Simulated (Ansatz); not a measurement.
# LaBi (Fm-3m): phonons and vibrational spectra, part 2 of 2

Aim: the phonons of LaBi (Fm-3m) at a cell relaxed beforehand at this level. After the zone centre comes a 4×4×4 q mesh on a 12×12×12 k mesh.

Ansatz 0.2.0; DFT PBEsol, scalar-relativistic, plane waves, PAW; PAW set soft_1.

So far. Step 2 (Linear response at the zone centre): Before it was imposed, the acoustic sum rule was missed by 2.2e-5 eV/Å². Small misses are needed for a sound result but don't prove that mesh and cutoff are converged. The lowest optical mode is real, 109 cm⁻¹.

The database entry behind the starting cell differs from later determinations by our own check (about 0.2 % short), so it need not match the best structure at ambient conditions.

## Step 3: The dispersion

Stability and thermal properties need the whole zone. Linear response on a 4×4×4 q mesh gives force constants as far as a supercell of that size would.

File input.yaml:

```yaml
crystal:
  lattice:
    - [0.0, 3.2785190532, 3.2785190532]
    - [3.2785190532, 0.0, 3.2785190532]
    - [3.2785190532, 3.2785190532, 0.0]
  atoms:
    - { symbol: La, position: [0.0, 0.0, 0.0] }
    - { symbol: Bi, position: [0.5, 0.5, 0.5] }
kpoints:
  mp_grid: { grid: [12, 12, 12] }
hamiltonian:
  xc: pbesol
  pseudopotentials: { kind: paw, azcp: { folder: soft_1 }, xc_functional: pbe }
scf:
  occupations: { method: methfessel_paxton, width: 0.2 }
output:
  eigenvalues: true
phonons:
  method: dfpt
  qmesh: [4, 4, 4]
  temperatures: { t_max: 1000, t_step: 50 }
  qpath:
    path:
      - [[0.0, 0.0, 0.0], [0.5, 0.0, 0.5], [0.625, 0.25, 0.625]]
      - [[0.375, 0.375, 0.75], [0.0, 0.0, 0.0], [0.5, 0.5, 0.5], [0.5, 0.25, 0.75], [0.5, 0.0, 0.5]]
    npoints: 10
```

Command:

```
ansatz run input.yaml --threads 4 --pin off --max-ram 10240MiB --backend cpu --events-out ev --progress --plain --runs-dir out
```

Numbers of over 12 decimals in the logs are rounded to 6 here.

The program printed:

```text
[...]
Crystal: 2 atoms, lattice volume = 70.480 Å³
Basis set: ecut = 420 eV, 1411 PW (Γ), exchange–correlation on 64×64×64 points (8 copies of the dense FFT grid, shifted against one another)
Bands: 17, of which v1, the nominal top of the filled ones, is band 13 counted from 1 (12 counted from 0)
Symmetry: 48 space group operations
k-points: 72 of 1728
[...]
SCF iter   1: F=—  HF=-18408.485749 eV  |F-HF|=—  |Δ(HF+E_count)|=         —  Δρ=3.19e-2  dr2=1.42e0  ethr=3.10e-3  ⟨swp⟩=5.0  Hψ=10579  notcnv=0
[...]
SCF iter   9: F=-18408.058591 eV  HF=-18408.058591 eV  |F-HF|=1.46e-11  |Δ(HF+E_count)|=  8.00e-11  S|Δr|=    0.00e0  Δρ=1.22e-7  dr2=9.22e-12  ethr=1.00e-12  ⟨swp⟩=11.2  Hψ=8082  notcnv=0
SCF 1 converged in 9 iterations: F = -18408.058591 eV  dr2 = 9.22e-12
[...]
iter 1 solved again at ethr=6.03e-7 eV; its pass at ethr=3.10e-3 eV (dr2=1.57e-4 eV) is discarded
SCF iter   1: F=—  HF=-18408.058595 eV  |F-HF|=—  |Δ(HF+E_count)|=         —  Δρ=1.27e-6  dr2=7.99e-10  ethr=6.03e-7  ⟨swp⟩=3.0  Hψ=9277  notcnv=0
eigensolver tolerance schedule: the retry pair's looser diagonalisation over-reported the residual by 196147.37 of it (diagonalisation noise at an unbounded share of the residual, at the tolerance the schedule requests for it); recorded, not acted on — ethr = c·dr2/N_el stays at c = 1.0e-1
[...]
SCF iter   2: F=—  HF=-18408.058591 eV  |F-HF|=—  |Δ(HF+E_count)|=   4.14e-6  S|Δr|=    0.00e0  Δρ=6.32e-7  dr2=1.73e-10  ethr=3.07e-12  ⟨swp⟩=4.0  Hψ=3786  notcnv=0
[...]
SCF iter   5: F=-18408.058591 eV  HF=-18408.058591 eV  |F-HF|=7.28e-12  |Δ(HF+E_count)|=  3.64e-12  S|Δr|=    0.00e0  Δρ=1.01e-7  dr2=4.77e-12  ethr=1.00e-12  ⟨swp⟩=2.3  Hψ=2430  notcnv=0
SCF 2 converged in 5 iterations: F = -18408.058591 eV  dr2 = 4.77e-12
phonons: the bands overlap, so this run is a metal and interpolates without the dipole-dipole term. If the crystal is really an insulator or semiconductor, its LO-TO splitting is missing
NSCF: frozen V_eff on 72 k-points
WARN: eigensolver did not converge in 4 slots of this pass, the one above among them; of largest residual over every band (k=66): 1 band(s) unlocked (lowest unlocked band 20, counted from 0; max residual 3.29e-4 eV among the unlocked bands, 3.29e-4 eV over every band); of lowest unlocked band (k=32): band 20
[...]
DFPT response loops at q = (0, 0, 0) (fractional): preconditioner auto → Kerker (q_TF=auto, 2.311 Å⁻¹) (partly filled bands, converged f_vac=0.000); β = 1.00, the filter's whole step (`scf.mixing.beta` (0.50) is not read by the response loops under this deck's `scf.mixing.preconditioner`; to damp them name `kerker` or `kerker_dos`, under which they read `scf.mixing.beta`, and type it under 1.00, their step now; both keys bind the ground state too); Broyden in place of MSR1
[...]
SCF converged after 9 iterations
[...]
Free energy (F): -18408.058591 eV
[...]
Internal energy: -18408.059778 eV  (E = F + TS)
E sigma→0 (E₀):  -18408.058888 eV
Entropy (-TS):   0.001187 eV (0.594 meV/atom)
Fermi energy:    10.183870 eV
[...]
--- Band table (eV; the first three rows and the last of 72) ---
  k-point 0: bands = [... 9 lower, -0.3483, 10.4106, 10.4106, 10.4106, 11.3701, 11.3701, 11.3701, 11.9019, ... 4 higher]
  k-point 1: bands = [... 9 lower, -0.2815, 9.9190, 10.1583, 10.1583, 11.3844, 11.4510, 11.4510, 11.9850, ... 4 higher]
  k-point 2: bands = [... 9 lower, -0.0966, 9.0278, 9.6657, 9.6657, 11.3763, 11.6262, 11.6262, 12.1091, ... 4 higher]
  k-point 71: bands = [... 9 lower, 0.3305, 8.3638, 8.6959, 8.6959, 11.7442, 11.7442, 12.1159, 12.1159, ... 4 higher]
--- Phonons (Γ-DFPT): 2 representative perturbations + reference (Σ response iterations 6) ---
  ASR residual: 6.790e-5 → 0.000e0 eV/Å²; symmetrization residual: 9.990e-7 eV/Å²
  ASR residual per site (eV/Å²): 3.85e-5 6.79e-5
  Γ frequencies (cm⁻¹): 0.00 0.00 0.00 109.09 109.09 109.09
--- Phonons (arbitrary-q DFPT): 8 irreducible q on the 4×4×4 mesh ---
  q = [0.0000, 0.0000, 0.0000] (star 1, of the zone-centre solve; hermiticity 5.47e-7, symmetrization 1.59e-12): -0.00 -0.00 0.00 109.09 109.09 109.09
  q = [0.0000, 0.0000, 0.2500] (star 8, 2 solved perturbations on 936 of 1728 k-point pairs; hermiticity 3.43e-6, symmetrization 5.50e-13): 48.77 48.77 62.42 106.47 106.47 134.09
[...]
q = [0.0000, 0.2500, 0.2500] (star 6, 4 solved perturbations in 1608 linear systems a pass and spin channel, the states on 510 of 1728 k-point pairs; hermiticity 8.81e-7, symmetrization 1.42e-13): 31.72 31.72 82.30 112.39 112.55 112.55
[...]
sum rule: each row above includes the acoustic sum rule's correction from the zone centre's row sums; it moved no ω² by more than (0.30 cm⁻¹)²
  mesh force constants: q→R imaginary residual 4.11e-18; ASR residual 6.790e-5 → 0.000e0 eV/Å²; symmetrization residual 4.441e-15 eV/Å²
  interpolated dispersion: 62 rows × 6 modes
  density of states and harmonic sums: on the 16×16×16 q-mesh, interpolated from the force constants of a 4×4×4 supercell (no non-analytic term)
  largest difference from the sums on the solved wave vectors: F 1.43e-2 eV, S 1.82e-5 and C_V 3.98e-6 eV/K
  zero-point energy: 0.033013 eV/cell   skipped modes (ω ≤ 0): 3   left out of the sums: 1.22e-4 of the cell's modes: C_V's classical limit lies that fraction below 3 k_B per atom; for a crystal, a wire or a layer, F and S can be off by more, and a phonons.interpolated_qmesh denser along its periods is the remedy for the sampling
```

Run time: 7 min. Hardware: 4 threads of Arm Neoverse V2, shared host; peak memory 5.6 GiB.

This step gave:

- sum-rule residual before enforcement: 6.79e-5 eV/Å²
- lowest frequency on the path: 0 cm⁻¹
- highest frequency on the path or at a solved wavevector: 138.5 cm⁻¹
- mean frequency: 88.8 cm⁻¹
- Debye temperature (second moment): 173 K
- logarithmic mean frequency: 83.2 cm⁻¹
- lowest mode on the q mesh (acoustic modes at Γ apart): 31.72 cm⁻¹
- zero-point energy per atom: 16.51 meV
- heat capacity at 300 K: 24.53 J/(mol atoms K)
- vibrational entropy at 300 K: 48.06 J/(mol atoms K)

Frequencies (cm⁻¹) solved at each irreducible wavevector; negative means imaginary. Frequencies by wavevector, by row:

```csv
q in reciprocal lattice units,star,mode 1,mode 2,mode 3,mode 4,mode 5,mode 6
0 0 0,1,0,0,0,109.1,109.1,109.1
0 0 0.25,8,48.8,48.8,62.4,106.5,106.5,134.1
0 0 -0.5,4,79.8,79.8,91.8,92.5,92.5,136
0 0.25 0.25,6,31.7,31.7,82.3,112.4,112.5,112.5
0 0.25 -0.5,24,61.3,67.7,72.5,106.5,112.6,126.4
0 0.25 -0.25,12,43.6,78.2,88.3,96,117.9,123.9
0 -0.5 -0.5,3,46.9,46.9,59.7,111.1,111.1,121.6
0.25 -0.5 -0.25,6,53.7,53.7,85.2,112.2,119.8,119.8
```

Interpolated from a 4×4×4 q mesh. The phonon branches at the labelled points (cm⁻¹):

| point | branch 1 | branch 2 | branch 3 | branch 4 | branch 5 | branch 6 |
| --- | --- | --- | --- | --- | --- | --- |
| Γ | 0 | 0 | 0 | 109 | 109 | 109 |
| halfway | 32 | 32 | 82 | 112 | 112 | 112 |
| X | 47 | 47 | 60 | 111 | 111 | 122 |
| halfway | 52 | 55 | 59 | 110 | 116 | 121 |
| U | 56 | 64 | 71 | 107 | 120 | 123 |
| jump to K | 56 | 64 | 71 | 107 | 120 | 123 |
| halfway | 36 | 64 | 76 | 101 | 116 | 127 |
| Γ | 0 | 0 | 0 | 109 | 109 | 109 |
| halfway | 49 | 49 | 62 | 106 | 106 | 134 |
| L | 80 | 80 | 92 | 92 | 92 | 136 |
| halfway | 67 | 68 | 84 | 101 | 112 | 129 |
| W | 54 | 54 | 85 | 112 | 120 | 120 |
| halfway | 50 | 58 | 67 | 113 | 115 | 121 |
| X | 47 | 47 | 60 | 111 | 111 | 122 |

The phonon branches as a text plot (rows in cm⁻¹):

```
    136 |                                   *********
    130 |                       *          *         **
    124 |            *** ******* ***      *            **     ***
    118 |         ***  **********   *    *              ******
    113 | **************         *****  *             ** ********
    107 |**             ***       ************      ** **
    101 |                  *    **            **   * **
     95 |                   ****                *****
     89 |                   ***                 ***
     84 |      ***             *               *   *********
     78 |                  **** *             * *****       *
     72 |    **   **      **   *             * *    **       *
     66 |                **     **            *       **
     61 |           ******                  *          **     ***
     55 |   *          *****     *         * *           *****
     49 |            **     *     **        *               *****
     43 |        ****        ***  **      *
     38 |  *    *               *   *      *
     32 |      *                 *        *
     26 |    **                   ***    *
     20 | * *                       **   *
     14 |  *                         *  *
      9 | *                          *  *
      3 |*                            **
         Γ           X  U|K            Γ         L        W     X
```

Tetrahedra on a 16×16×16 mesh, mean over bins of 2 cm-1. Interpolated from a 4×4×4 q mesh. Phonon density of states against wavenumber; read off at these points:

wavenumber (cm⁻¹), phonon density of states (1/cm⁻¹/cell) and a bar:
```
      1.0      0.000 
      5.0      0.000 
      9.0      0.000 
     13.0      0.001 
     15.0      0.001 
     19.0      0.003 #
     23.0      0.004 #
     27.0      0.008 ##
     31.0      0.012 ###
     35.0      0.017 ####
     39.0      0.023 #####
     43.0      0.031 #######
     45.0      0.037 ########
     49.0      0.054 ############
     53.0      0.063 #############
     57.0      0.064 ##############
     61.0      0.061 #############
     65.0      0.055 ############
     69.0      0.055 ############
     71.0      0.056 ############
     75.0      0.063 ##############
     79.0      0.070 ###############
     83.0      0.090 ###################
     85.0      0.098 #####################
     87.0      0.027 ######
     91.0      0.000 
     95.0      0.015 ###
     97.0      0.037 ########
    101.0      0.066 ##############
    105.0      0.089 ###################
    109.0      0.109 #######################
    111.0      0.140 ##############################
    113.0      0.112 ########################
    117.0      0.084 ##################
    121.0      0.088 ###################
    125.0      0.074 ################
    127.0      0.060 #############
    131.0      0.038 ########
    135.0      0.026 #####
    139.0      0.000
```

Phonopy on the run's constants, 15x15x15 mesh, Gaussian sigma 2.0 cm-1. Interpolated from a 4×4×4 q mesh. Table of partial phonon density of states by wavenumber; read off at these points; values in 1/cm⁻¹/cell:

```csv
wavenumber (cm⁻¹),Bi,La
-10.0,0,0
-5.0,9.0e-6,0
0.0,1.1e-4,7.0e-5
5.0,1.0e-5,3.0e-6
10.0,4.0e-4,2.6e-4
15.0,0.00105,6.8e-4
20.0,0.00220,0.00140
25.0,0.00371,0.00234
30.0,0.00642,0.00392
35.0,0.0108,0.00635
40.0,0.0166,0.00925
45.0,0.0254,0.0129
50.0,0.0372,0.0174
54.4,0.0425,0.0188
55.0,0.0428,0.0187
60.0,0.0435,0.0176
65.0,0.0406,0.0149
70.0,0.0415,0.0126
75.0,0.0522,0.0107
80.0,0.0607,0.00773
84.0,0.0701,0.00697
85.0,0.0667,0.00639
90.0,0.00767,0.00152
95.0,0.00275,0.0167
100.0,0.0128,0.0435
105.0,0.0233,0.0638
110.0,0.0345,0.0830
111.6,0.0358,0.0837
115.0,0.0284,0.0663
120.0,0.0212,0.0652
125.0,0.0113,0.0570
130.0,0.00603,0.0367
135.0,0.00278,0.0207
140.0,3.4e-4,0.00222
145.0,0,3.0e-6
```

Second derivatives of the energy by pair, one row for each kind of neighbour of each atom listed. Each entry sums the pair over the periodic images of the supercell that the q mesh stands for, and in a polar crystal it holds the long-range dipole part too. Force constants by pair, by row:

```csv
atom,neighbour,distance (Å),third of the trace (eV/Å²),along the pair's line (eV/Å²)
La1,itself,0,5.574,–
La1,Bi,3.279,-0.7054,-1.719
La1,La,4.637,-0.0957,-0.5521
La1,Bi,5.679,-0.0258,0.001
La1,La,6.557,-0.1005,-0.3063
La1,Bi,7.331,0.0303,0.1045
Bi2,itself,0,4.997,–
Bi2,La,3.279,-0.7054,-1.719
Bi2,Bi,4.637,-0.0323,-0.2307
Bi2,La,5.679,-0.0258,0.001
Bi2,Bi,6.557,-0.1048,-0.2817
Bi2,La,7.331,0.0303,0.1045
```

Harmonic thermodynamic functions per atom, from the density of states. Interpolated from a 4×4×4 q mesh. Thermodynamic functions, by row:

| T (K) | F_vib (meV/atom) | S (J/mol-atom/K) | C_V (J/mol-atom/K) |
| --- | --- | --- | --- |
| 0 | 16.51 | 0 | 0 |
| 50 | 14.9 | 9.264 | 14.91 |
| 100 | 6.56 | 22.22 | 21.6 |
| 200 | -25.56 | 38.2 | 24.03 |
| 300 | -70.58 | 48.06 | 24.53 |
| 400 | -124.2 | 55.14 | 24.71 |
| 500 | -184.3 | 60.66 | 24.79 |
| 600 | -249.6 | 65.19 | 24.84 |
| 700 | -319.2 | 69.02 | 24.86 |
| 800 | -392.5 | 72.34 | 24.88 |
| 900 | -469.1 | 75.27 | 24.89 |
| 1000 | -548.5 | 77.89 | 24.9 |

Harmonic mean-square displacement, third of the trace. Interpolated from a 4×4×4 q mesh. Mean square displacements, by row:

```
T (K)  La1 U_eq (Å²)  Bi2 U_eq (Å²)
    0        0.00137        0.00119
  100        0.00302        0.00311
  300        0.00832        0.00884
  600        0.01649        0.01758
```

Symmetry leaves 8 wavevectors to solve. The lowest mode among them, the acoustic zeros apart, lies at q = (0, 0.25, 0.25) and is real, 31.7 cm⁻¹.

## Step 4: Summary of results

```
space group (within 0.01 Å)                             : Fm-3m
volume per atom                                         : 35.2 Å³
electronic character                                    : no gap on this mesh
highest optical mode at the zone centre (no LO-TO term) : 109 cm⁻¹
lowest optical zone-centre mode                         : 109 cm⁻¹
lowest mode on the q mesh (acoustic modes at Γ apart)   : 31.7 cm⁻¹
highest frequency on the path or at a solved wavevector : 138 cm⁻¹
zero-point energy per atom                              : 16.5 meV
heat capacity at 300 K                                  : 24.5 J/(mol atoms K)
vibrational entropy at 300 K                            : 48.1 J/(mol atoms K)
Debye temperature (second moment)                       : 173 K
imaginary modes on the 4×4×4 q mesh                     : none
```

**Reading.** The structure is a minimum as far as tested: no mode is imaginary at the 8 irreducible wavevectors of the 4×4×4 mesh, and the softest away from the acoustic zeros lies at 32 cm⁻¹. The optical modes at Γ form one degenerate level at 109 cm⁻¹. With no gap, or one that is small against the smearing, the frequencies hang on the k mesh and the smearing, most of all near Kohn anomalies. Spin-orbit coupling is left out, which can matter for the heavy elements here. The PAW files were made for PBE and serve the other functionals too. A phonon run warned that its eigensolver left some bands unconverged in a pass. These are harmonic frequencies at zero temperature: anharmonic shifts, linewidths and thermal expansion are left out.

[Logs are printed without paths, hosts, clocks, repeated set-up lines and the standing remarks that a program may print on its own settings, such as how far it seeks lower states.]

[Hosts, paths, dates, database ids (printed as entryN), source tags and the programs' standing remarks are cut or masked in the printed files.]
